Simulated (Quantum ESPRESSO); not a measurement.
**Collinear magnetic orders of GaFe3 with Quantum ESPRESSO**

A self-consistent run ends on one state, which hangs on the start. Several orders of GaFe3 are started in Quantum ESPRESSO and their energies compared.

Program: Quantum ESPRESSO 7.5. Level of theory: PBEsol; plane waves with GBRV 1.5 PBEsol potentials, no spin-orbit coupling. Results are calculated unless marked as measured.

## Step 1: The starting structure

Symmetry: Fm-3m, No. 225, cubic system. Conventional cell: a = 5.783 Å, b = 5.783 Å, c = 5.783 Å, α = 90.00°, β = 90.00°, γ = 90.00°. Nearest to Ga lie 8 Fe at 2.50 Å. Nearest to Fe lie 8 Fe at 2.50 Å. Fe has 4 Ga at 2.50 Å and 4 Fe at 2.50 Å nearest. Farther neighbours are not listed.

The cell comes from Materials Project 2023-11-01, a database of computed structures, and need not be the stable phase.

The settings of this session are cheaper than careful work needs (see the inputs), so it shows what such settings give, not the properties of the crystal.

## Step 2: Start 1: ferro +++

The signs are those of the starting moments on the seeded atoms, the atoms that are given a moment.

pw.in reads:

```
&CONTROL
  calculation = 'scf'
  prefix = 'pwscf'
  outdir = './tmp'
  pseudo_dir = './pseudo'
  disk_io = 'nowf'
/
&SYSTEM
  ibrav = 0
  nat = 4
  ntyp = 2
  ecutwfc = 30
  ecutrho = 210
  nbnd = 48
  occupations = 'smearing'
  smearing = 'fd'
  degauss = 0.00367493
  nspin = 2
  starting_magnetization(1) = 0
  starting_magnetization(2) = 0.175
/
&ELECTRONS
  conv_thr = 8d-09
  electron_maxstep = 150
  mixing_beta = 0.3
  mixing_mode = 'local-TF'
/
ATOMIC_SPECIES
Ga     69.7230 ga_pbesol_v1.4.uspp.F.UPF
Fe     55.8450 fe_pbesol_v1.5.uspp.F.UPF
CELL_PARAMETERS bohr
   0.0000000000    5.4643207236    5.4643207236
   5.4643207236    0.0000000000    5.4643207236
   5.4643207236    5.4643207236    0.0000000000
ATOMIC_POSITIONS crystal
Ga      0.0000000000    0.0000000000    0.0000000000
Fe      0.5000000000    0.5000000000    0.5000000000
Fe      0.7500000000    0.7500000000    0.7500000000
Fe      0.2500000000    0.2500000000    0.2500000000
K_POINTS automatic
8 8 8 0 0 0
```

Started as:

```console
> OMP_NUM_THREADS=1 mpirun -n 2 pw.x -nk 2 -in pw.in > pw.out
```

Log:

```text
Program PWSCF v.7.5 starts

     Message from routine setup:
     using ibrav=0 with symmetry is DISCOURAGED, use correct ibrav instead

     K-points division:     npool     =       2
     Subspace diagonalization in iterative solution of the eigenvalue problem:

     G-vector sticks info
     --------------------
     sticks:   dense  smooth     PW     G-vecs:    dense   smooth      PW
     Sum         859     499    163                16865     7343    1363

     Using Slab Decomposition

     bravais-lattice index     =            0
     lattice parameter (alat)  =       7.7277  a.u.
     unit-cell volume          =     326.3161 (a.u.)^3
     number of atoms/cell      =            4
     number of atomic types    =            2
     number of electrons       =        67.00
     number of Kohn-Sham states=           48
     kinetic-energy cutoff     =      30.0000  Ry
     charge density cutoff     =     210.0000  Ry
     scf convergence threshold =      8.0E-09
     mixing beta               =       0.3000
     number of iterations used =            8  local-TF  mixing
     Exchange-correlation= SLA  PW   PSX  PSC
                           (   1   4  10   8   0   0   0)

     celldm(1)=   7.727716  celldm(2)=   0.000000  celldm(3)=   0.000000
     celldm(4)=   0.000000  celldm(5)=   0.000000  celldm(6)=   0.000000

     crystal axes: (cart. coord. in units of alat)
               a(1) = (   0.000000   0.707107   0.707107 )
               a(2) = (   0.707107   0.000000   0.707107 )
               a(3) = (   0.707107   0.707107   0.000000 )

     reciprocal axes: (cart. coord. in units 2 pi/alat)
               b(1) = ( -0.707107  0.707107  0.707107 )
               b(2) = (  0.707107 -0.707107  0.707107 )
               b(3) = (  0.707107  0.707107 -0.707107 )

     PseudoPot. # 1 for Ga read from file:
     ga_pbesol_v1.4.uspp.F.UPF
     Pseudo is Ultrasoft + core correction, Zval = 19.0
     Generated by new atomic code, or converted to UPF format
     Using radial grid of  871 points,  6 beta functions with:
                l(1) =   0
                l(2) =   0
                l(3) =   1
                l(4) =   1
                l(5) =   2
                l(6) =   2
     Q(r) pseudized with  8 coefficients,  rinner =    1.250   1.250   1.250
                                                       1.250   1.250

     PseudoPot. # 2 for Fe read from file:
     fe_pbesol_v1.5.uspp.F.UPF
     Pseudo is Ultrasoft + core correction, Zval = 16.0
     Generated by new atomic code, or converted to UPF format
     Using radial grid of  861 points,  6 beta functions with:
                l(1) =   0
                l(2) =   0
                l(3) =   1
                l(4) =   1
                l(5) =   2
                l(6) =   2
     Q(r) pseudized with  8 coefficients,  rinner =    1.000   1.000   1.000
                                                       1.000   1.000

     atomic species   valence    mass     pseudopotential
     Ga               19.00    69.72300     Ga( 1.00)
     Fe               16.00    55.84500     Fe( 1.00)

     Starting magnetic structure
     atomic species   magnetization
     Ga              0.000
     Fe              0.175

     48 Sym. Ops., with inversion, found

   Cartesian axes

     site n.     atom                  positions (alat units)
         1        Ga     tau(   1) = (   0.0000000   0.0000000   0.0000000  )
         2        Fe     tau(   2) = (   0.7071068   0.7071068   0.7071068  )
         3        Fe     tau(   3) = (   1.0606602   1.0606602   1.0606602  )
         4        Fe     tau(   4) = (   0.3535534   0.3535534   0.3535534  )

     number of k points=    29  Fermi-Dirac smearing, width (Ry)=  0.0037
                       cart. coord. in units 2pi/alat
        k(    1) = (   0.0000000   0.0000000   0.0000000), wk =   0.0019531
        k(    2) = (   0.0883883   0.0883883  -0.0883883), wk =   0.0156250
        k(    3) = (   0.1767767   0.1767767  -0.1767767), wk =   0.0156250
        k(    4) = (   0.2651650   0.2651650  -0.2651650), wk =   0.0156250
        k(    5) = (  -0.3535534  -0.3535534   0.3535534), wk =   0.0078125
        [... 24 further k-points ...]

     Dense  grid:    16865 G-vectors     FFT dimensions: (  36,  36,  36)

     Smooth grid:     7343 G-vectors     FFT dimensions: (  27,  27,  27)

     Check: negative core charge=   -0.000042
     Generating pointlists ...
     new r_m :   0.2526 (alat units)  1.9520 (a.u.) for type    1
     new r_m :   0.2526 (alat units)  1.9520 (a.u.) for type    2

     Initial potential from superposition of free atoms

     starting charge      63.0000, renormalised to      67.0000
     Starting wfcs are   51 randomized atomic wfcs

     Self-consistent Calculation

     iteration #  1     ecut=    30.00 Ry     beta= 0.30
     Davidson diagonalization with overlap
     ethr =  1.00E-02,  avg # of iterations =  3.5

     total energy              =   -1158.01228764 Ry
     estimated scf accuracy    <      71.10418607 Ry

     total magnetization       =     2.87 Bohr mag/cell
     absolute magnetization    =     3.29 Bohr mag/cell

     iteration #  2     ecut=    30.00 Ry     beta= 0.30
     Davidson diagonalization with overlap
     ethr =  1.00E-02,  avg # of iterations =  2.4

     total energy              =   -1165.54169898 Ry
     estimated scf accuracy    <       4.24822943 Ry

     total magnetization       =     5.19 Bohr mag/cell
     absolute magnetization    =     5.40 Bohr mag/cell

     iteration #  3     ecut=    30.00 Ry     beta= 0.30
     Davidson diagonalization with overlap
     ethr =  6.34E-03,  avg # of iterations =  1.3

     total energy              =   -1165.45370902 Ry
     estimated scf accuracy    <       0.92065374 Ry

     total magnetization       =     6.03 Bohr mag/cell
     absolute magnetization    =     6.26 Bohr mag/cell

     [... further iterations left out ...]

     iteration # 14     ecut=    30.00 Ry     beta= 0.30
     Davidson diagonalization with overlap
     ethr =  3.99E-10,  avg # of iterations =  1.9

     total energy              =   -1165.55057000 Ry
     estimated scf accuracy    <       0.00000003 Ry

     total magnetization       =     6.35 Bohr mag/cell
     absolute magnetization    =     6.90 Bohr mag/cell

     iteration # 15     ecut=    30.00 Ry     beta= 0.30
     Davidson diagonalization with overlap
     ethr =  4.93E-11,  avg # of iterations =  2.0

     total energy              =   -1165.55057008 Ry
     estimated scf accuracy    <       0.00000005 Ry

     total magnetization       =     6.35 Bohr mag/cell
     absolute magnetization    =     6.90 Bohr mag/cell

     iteration # 16     ecut=    30.00 Ry     beta= 0.30
     Davidson diagonalization with overlap
     ethr =  4.93E-11,  avg # of iterations =  1.5

     total energy              =   -1165.55057012 Ry
     estimated scf accuracy    <          9.3E-09 Ry

     total magnetization       =     6.35 Bohr mag/cell
     absolute magnetization    =     6.90 Bohr mag/cell

     iteration # 17     ecut=    30.00 Ry     beta= 0.30
     Davidson diagonalization with overlap
     ethr =  1.38E-11,  avg # of iterations =  2.0

     Magnetic moment per site  (integrated on atomic sphere of radius R)
     atom   1 (R=0.253)  charge= 17.2711  magn= -0.0738
     atom   2 (R=0.253)  charge= 14.4627  magn=  2.4680
     atom   3 (R=0.253)  charge= 14.4960  magn=  2.0535
     atom   4 (R=0.253)  charge= 14.4960  magn=  2.0535

     End of self-consistent calculation

     [... lines left out ...]
     the Fermi energy is    17.2987 ev

!    total energy              =   -1165.55057016 Ry
     estimated scf accuracy    <          4.9E-10 Ry
     smearing contrib. (-TS)   =      -0.00249255 Ry
     internal energy E=F+TS    =   -1165.54807761 Ry

     The total energy is F=E-TS. E is the sum of the following terms:
     one-electron contribution =    -640.41403750 Ry
     hartree contribution      =     359.44049371 Ry
     xc contribution           =    -134.87964034 Ry
     ewald contribution        =    -749.69489348 Ry

     total magnetization       =     6.35 Bohr mag/cell
     absolute magnetization    =     6.90 Bohr mag/cell

     convergence has been achieved in  17 iterations

=------------------------------------------------------------------------------=
   JOB DONE.
=------------------------------------------------------------------------------=
```

Run time: 36 s. Hardware: 2 MPI ranks of Arm Neoverse V2, shared host; peak memory 0.21 GiB.

Spin moment in the atom's sphere by atom:

| atom | spin moment in the atom's sphere (μB) |
| --- | --- |
| Ga1 | -0.07 |
| Fe2 | 2.47 |
| Fe3 | 2.05 |
| Fe4 | 2.05 |

Numbers from this step:

```
smearing term TS       : 0.03391 eV
magnetization          : 6.349 μB
absolute magnetization : 6.905 μB
final state            : ferromagnetic
```

Spin density in the ac plane of the conventional cell at fractional y = 0.000, with atoms of Ga and Fe within 0.2 Å of it.

Values in e/Å³, 16 rows by 16 columns, each cell a mean:
```
0.0 0.0 0.0 0.0 0.0 0.1 0.6 2.6 3.8 1.3 0.2 0.0 0.0 0.0 0.0 0.0
0.0 0.0 0.0 0.0 0.0 0.0 0.1 0.6 0.9 0.3 0.0 0.0 0.0 0.0 0.0 0.0
0.0 0.0 0.0 0.0 0.0 0.0 0.0 0.1 0.1 0.0 0.0 0.0 0.0 0.0 0.0 0.0
0.0 0.0 0.0 0.0 0.0 0.0 0.0 0.0 0.0 0.0 0.0 0.0 0.0 0.0 0.0 0.0
0.0 0.0 0.0 0.0 0.0 0.0 0.0 0.0 0.0 0.0 0.0 0.0 0.0 0.0 0.0 0.0
0.3 0.1 0.0 0.0 0.0 0.0 0.0 0.0 0.0 0.0 0.0 0.0 0.0 0.0 0.0 0.2
2.1 0.6 0.1 0.0 0.0 0.0 0.0 0.0 0.0 0.0 0.0 0.0 0.0 0.0 0.3 1.3
4.9 2.1 0.3 0.0 0.0 0.0 0.0 0.0 0.0 0.0 0.0 0.0 0.0 0.1 0.9 3.8
3.8 1.3 0.2 0.0 0.0 0.0 0.0 0.0 0.0 0.0 0.0 0.0 0.0 0.1 0.6 2.6
0.9 0.3 0.0 0.0 0.0 0.0 0.0 0.0 0.0 0.0 0.0 0.0 0.0 0.0 0.1 0.6
0.1 0.0 0.0 0.0 0.0 0.0 0.0 0.0 0.0 0.0 0.0 0.0 0.0 0.0 0.0 0.1
0.0 0.0 0.0 0.0 0.0 0.0 0.0 0.0 0.0 0.0 0.0 0.0 0.0 0.0 0.0 0.0
0.0 0.0 0.0 0.0 0.0 0.0 0.0 0.0 0.0 0.0 0.0 0.0 0.0 0.0 0.0 0.0
0.0 0.0 0.0 0.0 0.0 0.0 0.0 0.2 0.3 0.1 0.0 0.0 0.0 0.0 0.0 0.0
0.0 0.0 0.0 0.0 0.0 0.0 0.3 1.3 2.1 0.6 0.1 0.0 0.0 0.0 0.0 0.0
0.0 0.0 0.0 0.0 0.0 0.1 0.9 3.8 4.9 2.1 0.3 0.0 0.0 0.0 0.0 0.0
```
Columns run along a (5.8 Å), rows up along c (5.8 Å), edges of the conventional cell, whose origin can differ from the input's. Atoms in or near the plane, at fractional coordinates: Ga at (0.00, 0.00), Ga at (0.50, 0.50), Fe at (0.50, 0.00), Fe at (0.00, 0.50).

Valence density in the ac plane of the conventional cell at fractional y = 0.000, with atoms of Ga and Fe within 0.2 Å of it. It is the smooth field of the valence electrons, not physical close to the nuclei.

Ten steps, logarithmic in the rise over the least value, from '0' (0 e/Å³) to '9' (60 e/Å³), each cell a mean:
```
8510003775100037
3100001342000013
0000000000000000
0000000000000000
0000000000000000
1000000110000001
6300001563000025
7610003896100047
7510003785100037
4200001331000013
0000000000000000
0000000000000000
0000000000000000
1000000110000001
6300002563000015
9610004776100038
```
Columns run along a (5.8 Å), rows up along c (5.8 Å), edges of the conventional cell, whose origin can differ from the input's. Atoms in or near the plane, at fractional coordinates: Ga at (0.00, 0.00), Ga at (0.50, 0.50), Fe at (0.50, 0.00), Fe at (0.00, 0.50).

(Continued in part 2 of 2.)

[Logs and program files are shortened in this print: banners, set-up blocks, solver, clock and traceback lines can be left out without a mark of their own.]

[Logs are printed without paths, hosts, clocks, repeated set-up lines and the standing remarks that a program may print on its own settings, such as how far it seeks lower states.]

[Hosts, paths, dates, database ids (printed as entryN), source tags and the programs' standing remarks are cut or masked in the printed files.]

[Where a cell is said to come from a database of computed structures, the database is the Materials Project.]
